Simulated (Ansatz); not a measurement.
**What PbO (model cell, started as layered BN type) distorts into**

Which phase does PbO (model cell, started as layered BN type) fall into along its unstable mode, and how much energy does it gain?

Program: Ansatz 0.2.0. Level of theory: DFT PBEsol, scalar-relativistic, plane waves, PAW. Values are calculated unless marked as measured.

The structure was built from a prototype and need not be the compound's stable phase.

### 1. Set-up

Symmetry: P6_3/mmc, No. 194, hexagonal system. Conventional cell: a = 4.239 Å, b = 4.239 Å, c = 5.243 Å, α = 90.00°, β = 90.00°, γ = 120.00°. Nearest to Pb lie 5 O at 2.45 to 2.62 Å. Nearest to O lie 5 Pb at 2.45 to 2.62 Å. Farther neighbours, and contacts between anions beyond the nearest, are not listed.

### 2. Zone-centre response

The zone centre is the only wavevector solved here; it holds the modes that light can see. The response to a homogeneous field gives the Born charges and the dielectric tensor, and its change with displacement the Raman tensors.

input.yaml

```yaml
crystal:
  lattice:
    - [4.2390597916, 2.965e-06, 0.0]
    - [-2.1195324636, 3.6711319852, 0.0]
    - [0.0, 0.0, 5.2433493857]
  atoms:
    - { symbol: Pb, position: [0.3333333333, 0.6666666667, 0.25] }
    - { symbol: Pb, position: [0.6666666667, 0.3333333333, 0.75] }
    - { symbol: O, position: [0.6666666667, 0.3333333333, 0.25] }
    - { symbol: O, position: [0.3333333333, 0.6666666667, 0.75] }
kpoints:
  mp_grid: { grid: [10, 10, 4] }
hamiltonian:
  xc: pbesol
scf:
  occupations: { method: fixed }
output:
  eigenvalues: true
phonons:
  method: dfpt
  dielectric: true
  rigid_motions: translations
  raman: true
```

Command:

```bash
ansatz run input.yaml --threads 4 --pin off --max-ram 7168MiB --backend cpu --events-out ev --progress --plain --runs-dir out
```

The program printed:

```text
Engine: ansatz 0.2.0, aarch64-unknown-linux-gnu
Pseudopotentials: kind: paw
Pseudopotential: Pb, paw, valence charge 14, recommended cutoff 420 eV (normal), Pb.paw.azcp
Pseudopotential: O, paw, valence charge 6, recommended cutoff 420 eV (normal), O.paw.azcp
Functional definition: PBEsol
  exchange = pbesol_x
  correlation = pbesol_c
Crystal: 4 atoms, lattice volume = 81.598 Å³
Basis set: ecut = 420 eV, 1595 PW (Γ), exchange–correlation on 60×60×72 points (8 copies of the dense FFT grid, shifted against one another)
Bands: 24, of which v1, the nominal top of the filled ones, is band 20 counted from 1 (19 counted from 0)
Symmetry: 24 space group operations
k-points: 117 of 400 (irreducible under 2 space group operations, time reversal used)
Non-local potential: Pb, projectors of the file, l = 0: 2, l = 1: 2, l = 2: 2, l = 3: 2
Non-local potential: O, projectors of the file, l = 0: 2, l = 1: 2, l = 2: 1
PAW form: soft (Blöchl's): semilocal exchange-correlation on the pseudo side does not see the compensation charge
PAW frozen core: Pb, regenerated for the run's functional, and the local potential with it (the file was generated under x = pbe(κ = 0.804, μ = 0.219515), c = pbe(β = 0.066725))
PAW frozen core: O, regenerated for the run's functional, and the local potential with it (the file was generated under x = pbe(κ = 0.804, μ = 0.219515), c = pbe(β = 0.066725))
PAW one-centre angular grid: Pb, 590 points (default); XC on 64 Gauss nodes
PAW one-centre angular grid: O, 110 points (default); XC on 64 Gauss nodes
Initial density: superposition of atomic densities (neutral atoms: chi_scale 0, normalization atom), corrected by the library's trained network
Initial wavefunctions: pseudopotential atomic-orbital guess
Functional: x = pbesol(κ = 0.804, μ = 0.123457), c = pbesol(β = 0.046)
SCF iter   1: F=—  HF=-24630.146875 eV  |F-HF|=—  |Δ(HF+E_count)|=         —  Δρ=1.95e-2  dr2=3.09e-1  ethr=1.77e-3  ⟨swp⟩=5.0  Hψ=10594  notcnv=0  defer=220
preconditioner: auto → Resta (q_TF=auto, 2.423 Å⁻¹)  ε∞=4.1  [insulator: Δε(μ)=1.055 eV  Ē_g=14.834 eV  n_scr=22 (ndim 8)  ℏωp=26.0 eV  f_vac=0.090  ε∞_Penn≈4.1]
SCF iter   2: F=—  HF=-24630.106390 eV  |F-HF|=—  |Δ(HF+E_count)|=   4.05e-2  Δρ=1.12e-2  dr2=8.35e-2  ethr=7.73e-4  ⟨swp⟩=2.0  Hψ=4740  notcnv=0  defer=224
SCF iter   3: F=—  HF=-24630.089454 eV  |F-HF|=—  |Δ(HF+E_count)|=   1.69e-2  Δρ=1.51e-3  dr2=8.91e-4  ethr=2.09e-4  ⟨swp⟩=2.0  Hψ=3708  notcnv=0  defer=230
SCF iter   4: F=—  HF=-24630.089403 eV  |F-HF|=—  |Δ(HF+E_count)|=   5.03e-5  Δρ=3.46e-4  dr2=1.30e-4  ethr=2.23e-6  ⟨swp⟩=2.1  Hψ=5301  notcnv=0  defer=232
SCF iter   5: F=—  HF=-24630.089392 eV  |F-HF|=—  |Δ(HF+E_count)|=   1.19e-5  Δρ=7.01e-5  dr2=3.44e-6  ethr=3.25e-7  ⟨swp⟩=2.0  Hψ=3580  notcnv=0  defer=202
SCF iter   6: F=—  HF=-24630.089394 eV  |F-HF|=—  |Δ(HF+E_count)|=   2.09e-6  Δρ=1.31e-5  dr2=1.83e-7  ethr=8.61e-9  ⟨swp⟩=2.0  Hψ=3659  notcnv=0  defer=148
SCF iter   7: F=—  HF=-24630.089394 eV  |F-HF|=—  |Δ(HF+E_count)|=   1.79e-7  Δρ=4.31e-6  dr2=1.84e-8  ethr=4.58e-10  ⟨swp⟩=2.1  Hψ=3851  notcnv=0  defer=148
SCF iter   8: F=—  HF=-24630.089394 eV  |F-HF|=—  |Δ(HF+E_count)|=   8.38e-9  Δρ=1.34e-6  dr2=1.61e-9  ethr=4.61e-11  ⟨swp⟩=2.0  Hψ=4914  notcnv=0  defer=148
SCF iter   9: F=-24630.089394 eV  HF=-24630.089394 eV  |F-HF|=4.37e-11  |Δ(HF+E_count)|=  5.60e-10  Δρ=2.93e-7  dr2=8.99e-11  ethr=1.00e-12  ⟨swp⟩=7.6  Hψ=20042  notcnv=0
SCF 1 converged in 9 iterations: F = -24630.089394 eV  dr2 = 8.99e-11
  greatest PAW one-centre occupation: 0.983 electrons in one spin orbital (limit 2), on the Pb atom at site 1 (counted from 0), in its partial waves of l = 2
NSCF: frozen V_eff on 2 k-points
DFPT response loops at Γ: preconditioner auto → Resta (q_TF=auto, 2.423 Å⁻¹)  ε∞=6.9 (no band partly filled); β = 1.00, the filter's whole step (`scf.mixing.beta` (0.50) is not read by the response loops at its default; to damp them type it under 1.00, their step now; it binds the ground state too); Broyden in place of MSR1
── the response to a field inside a basis, on 12×12×8 k-points: an SCF that follows is theirs, and a resumed run solves both again ──
Bands: 21, of which v1, the nominal top of the filled ones, is band 20 counted from 1 (19 counted from 0)
k-points: 168
Initial density: handed on by an earlier stage of this run
Initial wavefunctions: pseudopotential atomic-orbital guess (no wavefunctions were taken with the density)
Eigensolver: Dense (168 Hₖ)
SCF iter   1: F=—  HF=-24630.094294 eV  |F-HF|=—  |Δ(HF+E_count)|=         —  Δρ=6.93e-4  dr2=1.75e-4  ethr=1.00e-1
preconditioner: auto → Resta (q_TF=auto, 2.423 Å⁻¹)  ε∞=4.7  [insulator: Δε(μ)=1.292 eV  Ē_g=13.523 eV  n_scr=22 (ndim 8)  ℏωp=26.0 eV  f_vac=0.091  ε∞_Penn≈4.7]
SCF iter   2: F=—  HF=-24630.094264 eV  |F-HF|=—  |Δ(HF+E_count)|=   2.97e-5  Δρ=3.84e-4  dr2=3.40e-5  ethr=4.38e-7
SCF iter   3: F=—  HF=-24630.094258 eV  |F-HF|=—  |Δ(HF+E_count)|=   6.29e-6  Δρ=1.62e-4  dr2=1.42e-5  ethr=8.49e-8
SCF iter   4: F=—  HF=-24630.094255 eV  |F-HF|=—  |Δ(HF+E_count)|=   2.60e-6  Δρ=1.74e-5  dr2=3.07e-7  ethr=3.54e-8
SCF iter   5: F=—  HF=-24630.094256 eV  |F-HF|=—  |Δ(HF+E_count)|=   4.71e-8  Δρ=3.04e-6  dr2=1.81e-8  ethr=7.68e-10
SCF iter   6: F=—  HF=-24630.094256 eV  |F-HF|=—  |Δ(HF+E_count)|=   1.39e-8  Δρ=1.13e-6  dr2=1.67e-9  ethr=4.53e-11
SCF iter   7: F=-24630.094256 eV  HF=-24630.094256 eV  |F-HF|=8.00e-11  |Δ(HF+E_count)|=   2.27e-9  Δρ=1.92e-7  dr2=3.14e-11  ethr=4.18e-12
SCF 1 converged in 7 iterations: F = -24630.094256 eV  dr2 = 3.14e-11
DFPT response loops at Γ: preconditioner auto → Resta (q_TF=auto, 2.423 Å⁻¹)  ε∞=6.8 (no band partly filled); β = 1.00, the filter's whole step (`scf.mixing.beta` (0.50) is not read by the response loops at its default; to damp them type it under 1.00, their step now; it binds the ground state too); Broyden in place of MSR1
DFPT response loops at Γ: mixed as the last ones told, above
WARN: field response: ε∞ stands inside a basis, on 12×12×8 points; the force constants stand on the 10×10×4 k-mesh, whose period is 9.53 times the interband length at k = (0.3000, 0.3000, -0.5000), direct gap 1.271 eV, under 14: take them and everything formed from them as unconverged, and compare with a denser kpoints.mp_grid
SCF converged after 9 iterations
Free energy (F): -24630.089394 eV
Harris-Foulkes:  -24630.089394 eV  (|F-HF|=4.37e-11)
Internal energy: -24630.089394 eV  (E = F + TS)
E sigma→0 (E₀):  -24630.089394 eV
Fermi energy:    8.604809 eV
--- Per-component energies (eV) ---
  E_band       = -115.831298
  E_kinetic    = 921.026406
  E_local      = -2951.782812  (includes V_loc(G=0)·N_el)
  E_nonlocal   = 801.085010
  E_hartree    = 1149.426616
  E_xc         = -584.794495
  E_vxc        = -453.340921  (∫ρ·V_xc dr)
  E_paw        = -20809.500431  (= ΣΔE_a)
  E_vpaw       = -731.677040  (= ΣTr[D̂ρ^β])
  E_aug_tail   = 0.004747  (compensation charges beyond the density's cutoff)
  E_ewald      = -3155.749244
  E_core_change = 0.194809  (= ΣΔE_core)
  E_smearing   = -0.000000  (= −TS)
  E_closure    = -0.000000  (closes the sum)
  Σ components = -24630.089394   (vs F -24630.089394, Δ=0.00e0)
--- Band table (eV; the first three rows and the last of 117) ---
  k-point 0: bands = [... 16 lower, 5.1597, 6.0098, 6.0327, 6.0327, 12.5038, 12.7613, 12.7613, 13.4563]
  k-point 1: bands = [... 16 lower, 5.3129, 5.9380, 5.9380, 6.6381, 12.0029, 12.6671, 12.6671, 13.1530]
  k-point 2: bands = [... 16 lower, 5.6542, 5.6542, 7.1234, 7.1234, 11.8540, 11.8540, 12.7256, 12.7256]
  k-point 116: bands = [... 16 lower, 5.1716, 5.9239, 7.6645, 7.8537, 10.5751, 10.9798, 12.4264, 13.2621]
--- Phonons (Γ-DFPT): 4 representative perturbations + reference, on 117 of 400 k-points (Σ response iterations 13) ---
  k mesh reduced under 2 symmetry operations, with k and −k counted as one. Each operation leaves every solved perturbation unchanged. A smaller set is not considered because the run solves the response to a homogeneous field
  ASR residual: 2.490e-4 → 0.000e0 eV/Å²; symmetrization residual: 1.266e-4 eV/Å²
  ASR residual per site (eV/Å²): 7.48e-5 7.48e-5 2.49e-4 2.49e-4
  Γ frequencies (cm⁻¹): -205.96 -127.70 0.00 0.00 0.00 57.84 57.84 102.17 217.77 217.77 247.45 247.45
  ε∞ (high-frequency dielectric tensor):
        8.320090    -0.000000     0.000000
       -0.000000     8.320090     0.000000
        0.000000     0.000000    10.752695
  softest optical mode at Γ: -205.96 cm⁻¹; the repairs (sum rule, projections) moved no ω² at Γ by more than (5.48 cm⁻¹)²
  Born effective charges Z* (e; rows j = field, columns β = displacement):
    site 0:
         2.40852   -0.00000    0.00000
        -0.00000    2.40852    0.00000
         0.00000    0.00000    3.57987
    site 1:
         2.40852   -0.00000    0.00000
        -0.00000    2.40852    0.00000
         0.00000    0.00000    3.57987
    site 2:
        -2.40852    0.00000    0.00000
         0.00000   -2.40852    0.00000
         0.00000    0.00000   -3.57987
    site 3:
        -2.40852    0.00000    0.00000
         0.00000   -2.40852    0.00000
         0.00000    0.00000   -3.57987
  Z* charge neutrality: 9.612e-3 e pre-enforcement
  solved inside a basis spanned on kpoints, on 12×12×8 k-points transformed towards the longest dipole: ε∞ is read to err by 5.2e-2, Z* by 3.8e-2 e (field_mesh: kpoints solves on kpoints); Z* is corrected for what the basis lacks
  Raman tensors (in the event stream and the table raman_tensors.tsv): an entry may err by 1.3e0 Å², one of the second-order susceptibility by 8.3e-19 pm/V (basis, points and sum rule); their sum over the sites missed zero by 1.421e-14 Å² ahead of its enforcement
  optical modes at Γ without the LO–TO term, one row a degenerate level:
      ω (cm⁻¹)  modes    IR ((D/Å)²/amu)  static Raman (Å⁴/amu)  depolarisation
       -205.96      1             0.0000                 0.0000               —
       -127.70      1            39.8141                 0.0000               —
         57.84      2             0.0000                 8.8225           0.750
        102.17      1             0.0000                 0.0000               —
        217.77      2             0.0000               935.6715           0.750
        247.45      2            36.0440                 0.0000               —
  optical modes at Γ + LO–TO along q̂ = [1.0000, 0.0000, 0.0000]:
      ω (cm⁻¹)  modes    IR ((D/Å)²/amu)  static Raman (Å⁴/amu)  depolarisation
       -205.96      1             0.0000                 0.0000               —
       -127.70      1            39.8141                 0.0000               —
         57.84      2             0.0000                 8.8225           0.750
        102.17      1             0.0000                 0.0000               —
        217.77      2             0.0000               935.6715           0.750
        247.45      1            18.0220                 0.0000               —
        343.30      1            18.0220                 0.0000               —
  optical modes at Γ + LO–TO along q̂ = [0.0000, 1.0000, 0.0000]:
      ω (cm⁻¹)  modes    IR ((D/Å)²/amu)  static Raman (Å⁴/amu)  depolarisation
       -205.96      1             0.0000                 0.0000               —
       -127.70      1            39.8141                 0.0000               —
         57.84      2             0.0000                 8.8225           0.750
        102.17      1             0.0000                 0.0000               —
        217.77      2             0.0000               935.6715           0.750
        247.45      1            18.0220                 0.0000               —
        343.30      1            18.0220                 0.0000               —
  optical modes at Γ + LO–TO along q̂ = [0.0000, 0.0000, 1.0000]:
      ω (cm⁻¹)  modes    IR ((D/Å)²/amu)  static Raman (Å⁴/amu)  depolarisation
       -205.96      1             0.0000                 0.0000               —
         57.84      2             0.0000                 8.8225           0.750
        102.17      1             0.0000                 0.0000               —
        217.77      2             0.0000               935.6715           0.750
        247.45      2            36.0440                 0.0000               —
        283.68      1            39.8141                 0.0000               —
```

Elapsed: 33 min, on 4 threads of Arm Neoverse N1, shared host; peak memory 2.6 GiB.

A gap read on the k-mesh alone can miss the band edges.

This step gave:

```yaml
gap_on_the_k_mesh: 1.271 eV
volume_per_atom: 20.40 Å³
sum_rule_residual_before_enforcement: 2.49e-4 eV/Å²
miss_of_the_charge_sum_rule: 0.009612 e
estimated_error_of_the_dielectric_tensor: 0.05237
estimated_error_of_the_born_charges: 0.03762 e
point_group: 6/mmm
highest_optical_mode_at_the_zone_centre_no_lo_to_term: 247.4 cm⁻¹
lowest_optical_zone_centre_mode: -206.0 cm⁻¹
mean_high_frequency_dielectric_constant: 9.131
largest_born_charge_third_of_the_trace: 2.799 e
top_of_the_zone_centre_spectrum_with_the_field: 343.3 cm⁻¹
```

Without the LO-TO term. Patterns of degenerate modes are one choice out of their space. The modes at Γ (shares of kinetic energy by element, %) (negative means imaginary):

```
mode  frequency (cm⁻¹)  symmetry  Pb %  O %
   1            -206.0       B1g     3   97
   2            -127.7       A2u     7   93
   3               0.0  acoustic    93    7
   4               0.0  acoustic    93    7
   5               0.0  acoustic    93    7
   6              57.8       E2g    90   10
   7              57.8       E2g    90   10
   8             102.2       B1g    97    3
   9             217.8       E2g    10   90
  10             217.8       E2g    10   90
  11             247.4       E1u     7   93
  12             247.4       E1u     7   93
```

Displacements in mode 1 (-206.0 cm⁻¹), the largest set to 1:
```
Pb1  0.00  0.00 -0.05
Pb2  0.00  0.00  0.05
O3   0.00  0.00 -1.00
O4   0.00  0.00  1.00
```

Displacements in mode 12 (247.4 cm⁻¹), the largest set to 1:
```
Pb1 -0.08  0.00  0.00
Pb2 -0.08  0.00  0.00
O3   1.00  0.00  0.00
O4   1.00  0.00  0.00
```

Before it was imposed, the acoustic sum rule was missed by 2.5e-4 eV/Å² and the charge sum rule by 0.0096 e. Small misses are needed for a sound result but don't prove that mesh and cutoff are converged. The lowest optical mode is imaginary, 206.0i cm⁻¹, so the energy falls along it.

The log warns of the k mesh: “the force constants stand on the 10×10×4 k-mesh, whose period is 9.53 times the interband length at k = (0.3000, 0.3000, -0.5000), direct gap 1.271 eV, under 14: take them and everything formed from them as unconverged”.

### 3. The mode frozen in, largest atomic shift 0 Å

The mode followed lies at Γ with frequency 127.7i cm⁻¹, one of the unstable modes though not the softest. At small amplitude the pattern taken leaves space group no. 186 by a symmetry search on the positions. The undistorted cell that holds it gives the zero of energy on the same k mesh.

Edit input.yaml of step 2 so:

```diff
@@ -15,9 +15,6 @@
 scf:
-  occupations: { method: fixed }
+  occupations: { method: gaussian, width: 0.02 }
 output:
+  forces: true
+  stress: true
   eigenvalues: true
-phonons:
-  method: dfpt
-  dielectric: true
-  rigid_motions: translations
-  raman: true
```

The program printed:

```text
[...]
Crystal: 4 atoms, lattice volume = 81.598 Å³
Basis set: ecut = 420 eV, 1595 PW (Γ), exchange–correlation on 60×60×72 points (8 copies of the dense FFT grid, shifted against one another)
Bands: 24, of which v1, the nominal top of the filled ones, is band 20 counted from 1 (19 counted from 0)
Symmetry: 24 space group operations
[...]
k-points: 42 of 400
[...]
--- Band table (eV; the first three rows and the last of 42) ---
  k-point 0: bands = [... 16 lower, 5.1596, 6.0098, 6.0327, 6.0327, 12.5038, 12.7613, 12.7613, 13.4563]
  k-point 1: bands = [... 16 lower, 5.3129, 5.9380, 5.9380, 6.6381, 12.0029, 12.6671, 12.6671, 13.1530]
  k-point 2: bands = [... 16 lower, 5.6542, 5.6542, 7.1234, 7.1234, 11.8541, 11.8541, 12.7256, 12.7256]
  k-point 41: bands = [... 16 lower, 6.3479, 6.3479, 8.6048, 8.6048, 9.8762, 9.8762, 11.9153, 11.9153]
[key lines of the parts left out:]
SCF converged after 7 iterations
Free energy (F): -24630.089394 eV
Fermi energy:    9.240522 eV
P = ⅓ Tr σ = 0.0028 GPa (0.028 kbar)
```

Run time: 2.8 s. Hardware: 4 threads; peak memory 0.4 GiB; 9.9 s of CPU time.

Numbers from this step:

| Quantity | Value |
| --- | --- |
| pressure | 0.002798 GPa |
| energy from the undistorted cell | 0 meV/atom |

At this level the gap is 1.27 eV on the k-mesh of the self-consistent run, which can miss the band edges.

### 4. The mode frozen in, largest atomic shift 0.22 Å

The atoms are moved along the unstable eigenvector, the largest shift by 0.22 Å, with the cell fixed.

input.yaml, the sections that differ from step 3:

```yaml
crystal:
  lattice:
    - [4.2390597916, 2.965e-06, 0.0]
    - [-2.1195324636, 3.6711319852, 0.0]
    - [0.0, 0.0, 5.2433493857]
  atoms:
    - { symbol: Pb, position: [0.3333333333, 0.6666666667, 0.2467602092] }
    - { symbol: Pb, position: [0.6666666667, 0.3333333333, 0.7467602092] }
    - { symbol: O, position: [0.6666666667, 0.3333333333, 0.2919579135] }
    - { symbol: O, position: [0.3333333333, 0.6666666667, 0.7919579135] }
# kpoints, hamiltonian, scf, output: as in step 3
```

The program printed:

```text
[...]
Crystal: 4 atoms, lattice volume = 81.598 Å³
Basis set: ecut = 420 eV, 1595 PW (Γ), exchange–correlation on 60×60×72 points (8 copies of the dense FFT grid, shifted against one another)
Bands: 24, of which v1, the nominal top of the filled ones, is band 20 counted from 1 (19 counted from 0)
Symmetry: 12 space group operations
[...]
k-points: 42 of 400 (time reversal used)
[...]
--- Band table (eV; the first three rows and the last of 42) ---
  k-point 0: bands = [... 16 lower, 5.1066, 5.9213, 6.0202, 6.0202, 12.5541, 12.7451, 12.7451, 13.4848]
  k-point 1: bands = [... 16 lower, 5.4533, 5.9180, 5.9180, 6.5523, 12.0782, 12.6605, 12.6605, 13.1782]
  k-point 2: bands = [... 16 lower, 5.6182, 5.6182, 7.0797, 7.0797, 12.0146, 12.0146, 12.7378, 12.7378]
  k-point 41: bands = [... 16 lower, 6.1779, 6.1779, 8.5340, 8.5340, 10.0230, 10.0230, 11.8550, 11.8550]
[key lines of the parts left out:]
SCF converged after 7 iterations
Free energy (F): -24630.118843 eV
Fermi energy:    9.277875 eV
P = ⅓ Tr σ = 0.9053 GPa (9.053 kbar)
```

Run time: 3.4 s. Hardware: 4 threads; peak memory 0.36 GiB; 13 s of CPU time.

Numbers from this step:

```
pressure                         : 0.9053 GPa
gap on the k-mesh                : 1.488 eV
energy from the undistorted cell : -7.362 meV/atom
```

The energy, extrapolated to zero smearing, is -7.36 meV/atom against the undistorted cell.

The run ends at a pressure of 0.91 GPa, with forces up to 0.037 eV/Å.

### 5. Energy along the mode, all amplitudes (two of the runs are shown above)

An imaginary frequency means negative curvature, so the energy should fall and then rise again as anharmonic terms take over.

Numbers from this step:

```
depth at the lowest point sampled  : 7.362 meV/atom
largest atomic shift at that point : 0.22 Å
```

The energy from the parent by largest atomic shift:

```
largest atomic shift (Å)  energy from the parent (meV/atom)
                   0.000                                  0
                   0.040                             -0.408
                   0.080                              -1.56
                   0.140                              -4.22
                   0.220                              -7.36
                   0.320                              -3.32
                   0.450                               40.3
```

Displacement at unit largest shift by atom:

| atom | x (Å) | y (Å) | z (Å) | size |
| --- | --- | --- | --- | --- |
| Pb1 | 0.00 | 0.00 | -0.08 | 0.08 |
| Pb2 | 0.00 | 0.00 | -0.08 | 0.08 |
| O3 | 0.00 | 0.00 | 1.00 | 1.00 |
| O4 | 0.00 | 0.00 | 1.00 | 1.00 |

The lowest step is at 0.22 Å, 7.36 meV/atom below the parent, and the energy rises beyond it.

(Continued in part 2 of 2.)

[Long decimals in the printed logs are rounded to 6 places.]

[Logs are printed without paths, hosts, clocks, repeated set-up lines and the standing remarks that a program may print on its own settings, such as how far it seeks lower states.]

[Hosts, paths, dates, database ids (printed as entryN), source tags and the programs' standing remarks are cut or masked in the printed files.]

[Where the starting crystal was built by hand or by swapping elements, it need not be the compound's stable phase.]
